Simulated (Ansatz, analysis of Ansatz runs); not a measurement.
## Interstitial H in fcc Cu, hop from an octahedral to the next tetrahedral site: migration barrier against experiment

Aim: the migration barrier of interstitial H in fcc Cu, hop from an octahedral to the next tetrahedral site, to be set beside the measurement. Set-up: PBEsol, 32-site cell, PBEsol lattice, 420 eV, k: 4x4x4 Gamma-centred. The model is a cell of 32 host atoms with 1 H put in. The barrier is the energy of the highest image of a climbing band over the relaxed site that the atom leaves. A local or semilocal functional is the cheapest first rung.

Measured beforehand: Migration barrier: 0.375 eV, by permeation and other diffusion measurements (T > 250 K); average of cited values (quoted in “Explainable Machine Learning for Hydrogen Diffusion in Metals and Random Binary Alloys”, 2023, G. M. Lu et al., quoting earlier work (1986)).

Main program and level: Ansatz 0.2.0; plane-wave PAW DFT, PBEsol; relaxation of all atoms of a defect supercell.

## Step 1: Starting point

The cell holds 33 atoms: 32 Cu and 1 H. Cell: a = 7.128 Å, b = 7.128 Å, c = 7.128 Å, α = 90.0°, β = 90.0°, γ = 90.0°. It derives from Cu (space group Fm-3m). Nearest the centre at fractional (0.750, 0.500, 0.500): H33 at 0.00 Å, Cu29 at 1.78 Å, Cu32 at 1.78 Å, Cu31 at 1.78 Å, Cu27 at 1.78 Å, Cu24 at 1.78 Å, Cu13 at 1.78 Å, Cu18 at 3.09 Å.

The host's primitive cell comes from a first run (plane-wave PAW DFT, PBEsol; relaxation of the host's cell and atoms): vectors of 2.520, 2.520 and 2.520 Å. That is 11.32 Å³ an atom, 4.2 % under the diffraction cell's volume. The supercell is built on it.

## Step 2: Relaxation, charge 0

A barrier counts from a true minimum, so both ends of the jump are relaxed first.

Input file start/input.yaml:

```yaml
relax:
  f_tol: 0.02
  max_steps: 80
  escape_saddle: false
crystal:
  lattice:
    - [7.12805788, 0.0, 0.0]
    - [0.0, 7.12805788, 0.0]
    - [0.0, 0.0, 7.12805788]
  atoms:
    - { symbol: Cu, position: [0.0, 0.0, 0.0] }
    - { symbol: Cu, position: [0.0, 0.25, 0.25] }
    - { symbol: Cu, position: [0.25, 0.0, 0.25] }
    - { symbol: Cu, position: [0.25, 0.25, 0.0] }
    - { symbol: Cu, position: [0.0, 0.0, 0.5] }
    - { symbol: Cu, position: [0.0, 0.25, 0.75] }
    - { symbol: Cu, position: [0.25, 0.0, 0.75] }
    - { symbol: Cu, position: [0.25, 0.25, 0.5] }
    - { symbol: Cu, position: [0.0, 0.5, 0.0] }
    - { symbol: Cu, position: [0.0, 0.75, 0.25] }
    - { symbol: Cu, position: [0.25, 0.5, 0.25] }
    - { symbol: Cu, position: [0.25, 0.75, 0.0] }
    - { symbol: Cu, position: [0.0, 0.5, 0.5] }
    - { symbol: Cu, position: [0.0, 0.75, 0.75] }
    - { symbol: Cu, position: [0.25, 0.5, 0.75] }
    - { symbol: Cu, position: [0.25, 0.75, 0.5] }
    - { symbol: Cu, position: [0.5, 0.0, 0.0] }
    - { symbol: Cu, position: [0.5, 0.25, 0.25] }
    - { symbol: Cu, position: [0.75, 0.0, 0.25] }
    - { symbol: Cu, position: [0.75, 0.25, 0.0] }
    - { symbol: Cu, position: [0.5, 0.0, 0.5] }
    - { symbol: Cu, position: [0.5, 0.25, 0.75] }
    - { symbol: Cu, position: [0.75, 0.0, 0.75] }
    - { symbol: Cu, position: [0.75, 0.25, 0.5] }
    - { symbol: Cu, position: [0.5, 0.5, 0.0] }
    - { symbol: Cu, position: [0.5, 0.75, 0.25] }
    - { symbol: Cu, position: [0.75, 0.5, 0.25] }
    - { symbol: Cu, position: [0.75, 0.75, 0.0] }
    - { symbol: Cu, position: [0.5, 0.5, 0.5] }
    - { symbol: Cu, position: [0.5, 0.75, 0.75] }
    - { symbol: Cu, position: [0.75, 0.5, 0.75] }
    - { symbol: Cu, position: [0.75, 0.75, 0.5] }
    - { symbol: H, position: [0.75, 0.5, 0.5] }
basis:
  ecutwfc: 420
  xc_grid: 2
hamiltonian:
  xc: pbesol
kpoints:
  mp_grid: { grid: [4, 4, 4] }
scf:
  occupations: { method: methfessel_paxton, width: 0.1 }
  max_iter: 120
output:
  forces: true
checkpoint:
  write: "../start.run"
  compress: false
  write_wavefunctions: true
  write_every: 100000
```

Run with:

```sh
ansatz run input.yaml --threads 8 --pin off --max-ram 14131MiB --backend cpu --events-out ev --progress --plain --runs-dir out
```

Numbers of over 12 decimals in the logs are rounded to 6 here.

The log of the run:

```text
[... repeated set-up lines and file paths are left out, and long positions are rounded to six places ...]
Engine: ansatz 0.2.0, aarch64-unknown-linux-gnu
Pseudopotentials: kind: paw
Pseudopotential: Cu, paw, valence charge 19, recommended cutoff 420 eV (normal), Cu.paw.azcp
Pseudopotential: H, paw, valence charge 1, recommended cutoff 420 eV (normal), H.paw.azcp
Functional definition: PBEsol
  exchange = pbesol_x
  correlation = pbesol_c
Crystal: 33 atoms, lattice volume = 362.171 Å³
Basis set: ecut = 420 eV, 7075 PW (Γ), exchange–correlation on 96×96×96 points (8 copies of the dense FFT grid, shifted against one another)
Bands: 366, of which v1, the nominal top of the filled ones, is band 305 counted from 1 (304 counted from 0)
Symmetry: 48 space group operations
Space group: Pm-3m (ITA 221), of the structure as read, at distance tolerance 7.1e-5 Å
k-points: 10 of 64
Non-local potential: Cu, projectors of the file, l = 0: 3, l = 1: 2, l = 2: 3, l = 3: 1
Non-local potential: H, projectors of the file, l = 0: 2, l = 1: 1
PAW form: soft (Blöchl's): semilocal exchange-correlation on the pseudo side does not see the compensation charge
PAW frozen core: Cu, regenerated for the run's functional, and the local potential with it (the file was generated under x = pbe(κ = 0.804, μ = 0.219515), c = pbe(β = 0.066725))
PAW one-centre angular grid: Cu, 590 points (default); XC on 64 Gauss nodes
PAW one-centre angular grid: H, 110 points (default); XC on 64 Gauss nodes
Initial density: superposition of atomic densities (neutral atoms: chi_scale 0, normalization atom), corrected by the library's trained network
Initial wavefunctions: pseudopotential atomic-orbital guess
Functional: x = pbesol(κ = 0.804, μ = 0.123457), c = pbesol(β = 0.046)
SCF iter   1: F=—  HF=-210856.116984 eV  |F-HF|=—  |Δ(HF+E_count)|=         —  Δρ=1.92e-2  dr2=6.75e-1  ethr=1.77e-3  ⟨swp⟩=4.9  Hψ=11522  notcnv=0  defer=195
preconditioner: auto → Kerker (q_TF=auto, 2.975 Å⁻¹)  [metal: Δε(μ)=0.019 eV  Ē_g=10.423 eV  σ=0.100 eV  W_gap=0.16  n_scr=170 (ndim 8)  ℏωp=36.7 eV  f_vac=0.000  D(μ)=14.25/eV (n_scr^D=122)]
SCF iter   2: F=—  HF=-210855.962480 eV  |F-HF|=—  |Δ(HF+E_count)|=   1.55e-1  S|Δr|=    0.00e0  Δρ=2.30e-3  dr2=1.22e-2  ethr=1.11e-4  ⟨swp⟩=2.0  Hψ=5891  notcnv=0  defer=512
SCF iter   3: F=—  HF=-210855.956389 eV  |F-HF|=—  |Δ(HF+E_count)|=   6.09e-3  S|Δr|=    0.00e0  Δρ=2.17e-3  dr2=1.10e-2  ethr=2.01e-6  ⟨swp⟩=2.1  Hψ=4946  notcnv=0  defer=512
SCF iter   4: F=—  HF=-210855.952343 eV  |F-HF|=—  |Δ(HF+E_count)|=   4.05e-3  S|Δr|=    0.00e0  Δρ=2.57e-4  dr2=2.73e-4  ethr=1.81e-6  ⟨swp⟩=2.0  Hψ=4782  notcnv=0  defer=512
SCF iter   5: F=—  HF=-210855.952796 eV  |F-HF|=—  |Δ(HF+E_count)|=   4.54e-4  S|Δr|=    0.00e0  Δρ=2.05e-4  dr2=1.02e-4  ethr=4.48e-8  ⟨swp⟩=2.0  Hψ=6193  notcnv=0  defer=512
SCF iter   6: F=—  HF=-210855.952768 eV  |F-HF|=—  |Δ(HF+E_count)|=   2.87e-5  S|Δr|=    0.00e0  Δρ=7.50e-5  dr2=4.37e-5  ethr=1.68e-8  ⟨swp⟩=2.0  Hψ=6188  notcnv=0  defer=512
SCF iter   7: F=—  HF=-210855.952766 eV  |F-HF|=—  |Δ(HF+E_count)|=   1.93e-6  S|Δr|=    0.00e0  Δρ=3.59e-5  dr2=1.13e-5  ethr=7.18e-9  ⟨swp⟩=2.1  Hψ=4904  notcnv=0  defer=512
SCF iter   8: F=-210855.952764 eV  HF=-210855.952765 eV  |F-HF|=9.25e-7  |Δ(HF+E_count)|=   1.31e-6  S|Δr|=    0.00e0  Δρ=8.83e-6  dr2=8.62e-7  ethr=1.64e-9  ⟨swp⟩=3.0  Hψ=9478  notcnv=0
SCF 1 converged in 8 iterations: F = -210855.952764 eV  dr2 = 8.62e-7
  greatest PAW one-centre occupation: 1.000 electrons in one spin orbital (limit 2), on the Cu atom at site 29 (counted from 0), in its partial waves of l = 0
relax step   1: F+E_penalty+E_count = -210855.95276359 eV  Δ(F+E_penalty+E_count) = +0.000e0 eV  max|allowed force component| = 5.644e-1 eV/Å  Δτ_max = 0.0000 Å  (8 SCF iters, dr2 threshold 1.00e-5 eV, accepted)
[... the SCF cycles and remarks between the steps are left out from here to the last step ...]
relax step   2: F+E_penalty+E_count = -210855.99578380 eV  Δ(F+E_penalty+E_count) = -4.302e-2 eV  max|allowed force component| = 3.516e-1 eV/Å  Δτ_max = 0.0142 Å  (5 SCF iters, dr2 threshold 1.99e-5 eV, accepted)
relax step   3: F+E_penalty+E_count = -210856.02480226 eV  Δ(F+E_penalty+E_count) = -2.902e-2 eV  max|allowed force component| = 2.012e-2 eV/Å  Δτ_max = 0.0243 Å  (6 SCF iters, dr2 threshold 7.73e-6 eV, accepted)
SCF iter   1: F=—  HF=-210856.024909 eV  |F-HF|=—  |Δ(HF+E_count)|=         —  Δρ=2.39e-4  dr2=9.11e-5  ethr=1.48e-7  ⟨swp⟩=4.6  Hψ=7905  notcnv=0  defer=497
SCF iter   2: F=—  HF=-210856.024951 eV  |F-HF|=—  |Δ(HF+E_count)|=   4.20e-5  S|Δr|=    0.00e0  Δρ=1.37e-4  dr2=3.49e-5  ethr=1.50e-8  ⟨swp⟩=1.0  Hψ=4210  notcnv=0  defer=497
SCF iter   3: F=—  HF=-210856.024935 eV  |F-HF|=—  |Δ(HF+E_count)|=   1.64e-5  S|Δr|=    0.00e0  Δρ=1.62e-5  dr2=1.92e-6  ethr=5.73e-9  ⟨swp⟩=2.1  Hψ=5924  notcnv=0  defer=497
SCF iter   4: F=—  HF=-210856.024935 eV  |F-HF|=—  |Δ(HF+E_count)|=   1.12e-7  S|Δr|=    0.00e0  Δρ=1.09e-5  dr2=5.04e-7  ethr=3.15e-10  ⟨swp⟩=2.0  Hψ=4911  notcnv=0  defer=497
SCF iter   5: F=—  HF=-210856.024935 eV  |F-HF|=—  |Δ(HF+E_count)|=   1.14e-7  S|Δr|=    0.00e0  Δρ=3.68e-6  dr2=1.22e-7  ethr=8.27e-11  ⟨swp⟩=2.0  Hψ=4964  notcnv=0  defer=497
SCF iter   6: F=-210856.024935 eV  HF=-210856.024935 eV  |F-HF|=7.92e-9  |Δ(HF+E_count)|=   1.59e-8  S|Δr|=    0.00e0  Δρ=8.24e-7  dr2=8.14e-9  ethr=1.64e-11  ⟨swp⟩=3.0  Hψ=9721  notcnv=0
SCF 4 converged in 6 iterations: F = -210856.024935 eV  dr2 = 8.14e-9
relax step   4: F+E_penalty+E_count = -210856.02493461 eV  Δ(F+E_penalty+E_count) = -1.324e-4 eV  max|allowed force component| = 3.895e-4 eV/Å  Δτ_max = 0.0018 Å  (6 SCF iters, accepted)
NSCF: frozen V_eff on 10 k-points
the band table was solved once a step of the walk had ended and its energy, with any forces and stress, was formed, with the checks that follow a solve (11318 applications of the Hamiltonian). They found nothing against the state; [...]
SCF converged after 6 iterations
Stability not checked: this state was not tested for a lower state beside it, because cold or Methfessel-Paxton smearing, or corrected tetrahedra, fill the levels in a way that the test cannot read (fill_not_monotonic; see scf.lower_state_search)
Free energy (F): -210856.024935 eV
Harris-Foulkes:  -210856.024935 eV  (|F-HF|=7.92e-9)
Internal energy: -210856.023237 eV  (E = F + TS)
E sigma→0 (E₀):  -210856.024510 eV
Entropy (-TS):   -0.001698 eV (-0.051 meV/atom)
Fermi energy:    17.584435 eV
--- Per-component energies (eV) ---
  E_band       = -11016.445955
  E_kinetic    = 9638.264691
  E_local      = -126989.370360  (includes V_loc(G=0)·N_el)
  E_nonlocal   = 12520.657260
  E_hartree    = 55946.721980
  E_xc         = -2871.853851
  E_vxc        = -3722.896039  (∫ρ·V_xc dr)
  E_paw        = -52029.546952  (= ΣΔE_a)
  E_vpaw       = -14356.553127  (= ΣTr[D̂ρ^β])
  E_aug_tail   = 0.005902  (compensation charges beyond the density's cutoff)
  E_ewald      = -107077.500378
  E_core_change = 6.598470  (= ΣΔE_core)
  E_smearing   = -0.001698  (= −TS)
  E_closure    = -0.000000  (closes the sum)
  Σ components = -210856.024935   (vs F -210856.024935, Δ=0.00e0)
--- Forces (eV/Å), atoms counted from 1 ---
  atom   1  Cu     0.00016725     0.00000000     0.00000000
  atom   2  Cu    -0.00001466     0.00001466     0.00001466
  atom   3  Cu    -0.00000000     0.00000000    -0.00016725
  atom   4  Cu     0.00000000    -0.00016725     0.00000000
  atom   5  Cu    -0.00038947     0.00000000     0.00000000
  atom   6  Cu    -0.00001466     0.00001466    -0.00001466
  atom   7  Cu     0.00000000     0.00000000     0.00016725
  atom   8  Cu     0.00000000     0.00038947     0.00000000
  atom   9  Cu    -0.00038947    -0.00000000     0.00000000
  atom  10  Cu    -0.00001466    -0.00001466     0.00001466
  atom  11  Cu     0.00000000     0.00000000     0.00038947
  atom  12  Cu    -0.00000000     0.00016725     0.00000000
  atom  13  Cu    -0.00004638    -0.00000000     0.00000000
  atom  14  Cu    -0.00001466    -0.00001466    -0.00001466
  atom  15  Cu     0.00000000     0.00000000    -0.00038947
  atom  16  Cu    -0.00000000    -0.00038947     0.00000000
  atom  17  Cu    -0.00016725     0.00000000     0.00000000
  atom  18  Cu     0.00001466     0.00001466     0.00001466
  atom  19  Cu     0.00000000     0.00000000     0.00038947
  atom  20  Cu    -0.00000000     0.00038947     0.00000000
  atom  21  Cu     0.00038947    -0.00000000     0.00000000
  atom  22  Cu     0.00001466     0.00001466    -0.00001466
  atom  23  Cu     0.00000000     0.00000000    -0.00038947
  atom  24  Cu    -0.00000000     0.00004638     0.00000000
  atom  25  Cu     0.00038947     0.00000000     0.00000000
  atom  26  Cu     0.00001466    -0.00001466     0.00001466
  atom  27  Cu    -0.00000000     0.00000000     0.00004638
  atom  28  Cu     0.00000000    -0.00038947     0.00000000
  atom  29  Cu     0.00004638     0.00000000     0.00000000
  atom  30  Cu     0.00001466    -0.00001466    -0.00001466
  atom  31  Cu    -0.00000000     0.00000000    -0.00004638
  atom  32  Cu     0.00000000    -0.00004638     0.00000000
  atom  33  H      0.00000000    -0.00000000     0.00000000
  max |Σ_I F_I| component: 1.09e-17 eV/Å
--- Band table (eV; the first three rows and the last of 10) ---
  k-point 0: bands = ["-94.9005", "-94.8961", "-94.8961", "-94.8961", [... 358 left out ...] "28.6750", "28.7743", "28.7743", "28.7743"]
  k-point 1: bands = ["-94.9005", "-94.8962", "-94.8961", "-94.8961", [... 358 left out ...] "29.7167", "29.7167", "29.9817", "30.1284"]
  [... further k-points left out ...]
--- Relaxed structure (4 steps of the walk, 4 accepted, 0 SCFs on fresh bases) ---
  F+E_penalty+E_count = -210856.02493461 eV   max|allowed force component| = 3.895e-4 eV/Å
  atoms:
    - { symbol: Cu, position: [0.000336, 0, 0] }
    - { symbol: Cu, position: [0.001025, 0.248975, 0.248975] }
    - { symbol: Cu, position: [0.25, 0, 0.249664] }
    - { symbol: Cu, position: [0.25, 0.249664, 0] }
    - { symbol: Cu, position: [0.001087, 0, 0.5] }
    - { symbol: Cu, position: [0.001025, 0.248975, 0.751025] }
    - { symbol: Cu, position: [0.25, 0, 0.750336] }
    - { symbol: Cu, position: [0.25, 0.248913, 0.5] }
    - { symbol: Cu, position: [0.001087, 0.5, 0] }
    - { symbol: Cu, position: [0.001025, 0.751025, 0.248975] }
    - { symbol: Cu, position: [0.25, 0.5, 0.248913] }
    - { symbol: Cu, position: [0.25, 0.750336, 0] }
    - { symbol: Cu, position: [0.005653, 0.5, 0.5] }
    - { symbol: Cu, position: [0.001025, 0.751025, 0.751025] }
    - { symbol: Cu, position: [0.25, 0.5, 0.751087] }
    - { symbol: Cu, position: [0.25, 0.751087, 0.5] }
    - { symbol: Cu, position: [0.499664, 0, 0] }
    - { symbol: Cu, position: [0.498975, 0.248975, 0.248975] }
    - { symbol: Cu, position: [0.75, 0, 0.248913] }
    - { symbol: Cu, position: [0.75, 0.248913, 0] }
    - { symbol: Cu, position: [0.498913, 0, 0.5] }
    - { symbol: Cu, position: [0.498975, 0.248975, 0.751025] }
    - { symbol: Cu, position: [0.75, 0, 0.751087] }
    - { symbol: Cu, position: [0.75, 0.244347, 0.5] }
    - { symbol: Cu, position: [0.498913, 0.5, 0] }
    - { symbol: Cu, position: [0.498975, 0.751025, 0.248975] }
    - { symbol: Cu, position: [0.75, 0.5, 0.244347] }
    - { symbol: Cu, position: [0.75, 0.751087, 0] }
    - { symbol: Cu, position: [0.494347, 0.5, 0.5] }
    - { symbol: Cu, position: [0.498975, 0.751025, 0.751025] }
    - { symbol: Cu, position: [0.75, 0.5, 0.755653] }
    - { symbol: Cu, position: [0.75, 0.755653, 0.5] }
    - { symbol: H, position: [0.75, 0.5, 0.5] }
```

Wall time 51 s (8 threads of Arm Neoverse V2, shared host); peak memory 5.6 GiB; 6.6 min of CPU time.

Relaxation path:

```tsv
step	energy less that of the first step (eV)	largest force component (eV/Å)
1	0.0000	0.5644
2	-0.0430	0.3516
3	-0.0720	0.0201
4	-0.0722	0.0004
```

The run keeps the 48 symmetry operations that it works with, so distortions that break them were not tested.

The atoms that moved most (Å):

```tsv
atom	dx	dy	dz	length
Cu31	0.000	0.000	0.040	0.040
Cu32	0.000	0.040	0.000	0.040
Cu13	0.040	0.000	0.000	0.040
Cu24	0.000	-0.040	0.000	0.040
Cu27	0.000	0.000	-0.040	0.040
Cu29	-0.040	0.000	0.000	0.040
Cu30	-0.007	0.007	0.007	0.013
Cu14	0.007	0.007	0.007	0.013
```

Neighbours of H33 at the end:

```tsv
atom	distance (Å)
Cu29	1.822
Cu24	1.822
Cu13	1.822
Cu27	1.822
Cu31	1.822
Cu32	1.822
Cu10	3.099
Cu26	3.099
Cu22	3.099
Cu18	3.099
Cu6	3.099
Cu2	3.099
Cu14	3.099
Cu30	3.099
```

This step gave:

* free energy: -210856.0249 eV
* smearing term TS: 0.001698 eV

The other runs of this kind differ in structure, charge or spin alone:

```tsv
run	outcome	energy less the first (eV)	moment (μB)	time
relaxation, charge 0	converged	0.0000	0.00	51 s
relaxation, charge 0	converged	0.2462	0.00	92 s
```

The relaxation ends 2.2 meV an atom lower, with a largest force component of 3.9e-4 eV/Å.

(Continued in part 2 of 2.)

[Logs are printed without paths, hosts, clocks, repeated set-up lines and the standing remarks that a program may print on its own settings, such as how far it seeks lower states.]

[Hosts, paths, dates, database ids (printed as entryN), source tags and the programs' standing remarks are cut or masked in the printed files.]

[For some hosts the program warned that the k-mesh of the response run may be too coarse for force constants and the static dielectric constant; such warnings are not shown here.]
